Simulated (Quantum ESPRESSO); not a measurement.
Consider RbPO3 (Cmcm).

```
Rb P O
1.0
     3.03688   -6.69123    0.00000
     3.03688    6.69123    0.00000
     0.00000    0.00000    4.86253
Rb P O
2 2 6
Direct
  0.65612 0.34388 0.75000
  0.34388 0.65612 0.25000
  0.92240 0.07760 0.75000
  0.07760 0.92240 0.25000
  0.00000 0.00000 0.00000
  0.00000 0.00000 0.50000
  0.34767 0.07888 0.25000
  0.92112 0.65233 0.25000
  0.65233 0.92112 0.75000
  0.07888 0.34767 0.75000
```

Absorber: atom 7, with 1 P at 1.50 Å (terminal, site symmetry m). Method: Quantum ESPRESSO XSpectra, PBEsol, full core hole (charged cell), 10-atom cell with 4.9 Å between holes, 5×4×4 k points, dipole transitions, Lorentzian half width 0.3 eV up to 4 eV, rising linearly to 2.5 eV at 25 eV (counted from xe0, 1.9 eV below the zero used here).

Question: Where do the maxima of the O K edge fall?

Main maxima up to 24 eV above the zero (height): 1.4 eV (1.73), 2.4 eV (2.70), 5.8 eV (1.47) and 16.0 eV (0.73). A K edge sees empty p states on the absorber. The total-energy difference plus the lowest empty eigenvalue puts the zero at 538.45 eV. One term is added: -8.91 eV, since the hole is spin-paired here and a spin-polarised one costs that much less in the free atom (computed apart). The photon energy is then 529.54 eV. The functional and the charged cell's background leave an error in such absolute values: in the free atom PBEsol prices this hole 2.1 eV below PBE (computed apart), and PBE is itself good to a few eV.

The O K spectrum (energy from the lowest empty level; intensity scaled to a mean of 1 over the first 20 eV; the points at xe0, where the cut of filled states can leave a spike, are interpolated; polarised curves are means over the symmetry-equivalent atoms):

```tsv
E (eV)	isotropic	ε ∥ x	ε ∥ y	ε ∥ z
-2.0	0.06	0.08	0.05	0.04
-1.5	0.07	0.10	0.06	0.05
-1.0	0.10	0.15	0.08	0.07
-0.5	0.15	0.25	0.11	0.10
0.0	0.30	0.54	0.21	0.14
0.5	0.71	1.41	0.46	0.26
1.0	1.37	2.76	0.84	0.50
1.5	1.71	3.03	1.07	1.02
2.0	2.24	1.95	1.79	2.99
2.5	2.66	2.35	2.00	3.62
3.0	2.03	1.95	1.95	2.19
3.5	1.51	1.53	1.98	1.01
4.0	1.43	1.48	2.10	0.71
4.5	1.29	1.37	1.78	0.74
5.0	1.33	1.44	1.56	0.98
5.5	1.44	1.58	1.51	1.23
6.0	1.46	1.67	1.43	1.27
6.5	1.34	1.55	1.29	1.17
7.0	1.15	1.28	1.14	1.04
7.5	1.00	1.03	1.06	0.90
8.0	0.89	0.86	1.02	0.79
8.5	0.80	0.76	0.92	0.73
9.0	0.74	0.71	0.80	0.71
9.5	0.70	0.69	0.70	0.72
10.0	0.70	0.67	0.65	0.77
10.5	0.68	0.65	0.60	0.80
11.0	0.66	0.62	0.56	0.79
11.5	0.63	0.61	0.55	0.75
12.0	0.62	0.60	0.56	0.71
12.5	0.63	0.60	0.58	0.69
13.0	0.64	0.62	0.62	0.69
13.5	0.66	0.65	0.65	0.69
14.0	0.68	0.68	0.68	0.69
14.5	0.70	0.70	0.70	0.70
15.0	0.72	0.72	0.73	0.70
15.5	0.73	0.73	0.74	0.70
16.0	0.73	0.73	0.75	0.70
16.5	0.73	0.73	0.76	0.69
17.0	0.72	0.73	0.75	0.67
17.5	0.71	0.74	0.75	0.65
18.0	0.70	0.75	0.73	0.64
18.5	0.70	0.76	0.71	0.62
19.0	0.69	0.78	0.68	0.61
19.5	0.69	0.81	0.67	0.60
20.0	0.69	0.83	0.65	0.59
20.5	0.70	0.86	0.64	0.59
21.0	0.70	0.88	0.64	0.58
21.5	0.71	0.90	0.64	0.58
22.0	0.71	0.92	0.64	0.58
22.5	0.72	0.93	0.64	0.58
23.0	0.72	0.94	0.64	0.58
23.5	0.72	0.94	0.64	0.58
24.0	0.72	0.94	0.64	0.58
24.5	0.71	0.93	0.64	0.58
25.0	0.71	0.91	0.63	0.58
25.5	0.70	0.89	0.63	0.58
26.0	0.69	0.87	0.63	0.58
26.5	0.69	0.85	0.63	0.58
27.0	0.68	0.83	0.63	0.57
27.5	0.67	0.81	0.64	0.57
28.0	0.66	0.79	0.64	0.56
28.5	0.65	0.77	0.64	0.56
29.0	0.64	0.75	0.64	0.55
29.5	0.63	0.72	0.64	0.54
30.0	0.62	0.69	0.63	0.54
30.5	0.61	0.66	0.63	0.53
31.0	0.60	0.64	0.63	0.54
31.5	0.60	0.61	0.63	0.54
32.0	0.59	0.59	0.63	0.55
```

The crystal has 2 inequivalent O sites and not all are shown here, while a measurement adds them all. The holes are only 4.9 Å apart, so the shape is probably not converged with cell size; no larger cell was run here. The structure is a computed Materials Project entry and may be a hypothetical form.

[Banner, clock and machine lines of the logs are left out without a mark of their own.]

[Logs are printed without paths, hosts, clocks, repeated set-up lines and the standing remarks that a program may print on its own settings, such as how far it seeks lower states.]

[Hosts, paths, dates, database ids (printed as entryN), source tags and the programs' standing remarks are cut or masked in the printed files.]

[Lists of maxima count a maximum above −3 eV only where it reaches 4 % of the highest in the window and stands out from its surroundings by 2 % of it (1.5 % where it reaches 55 %); shoulders and weaker maxima are passed over, and of the rest the first, up to two pre-edge ones and the few strongest are named.]
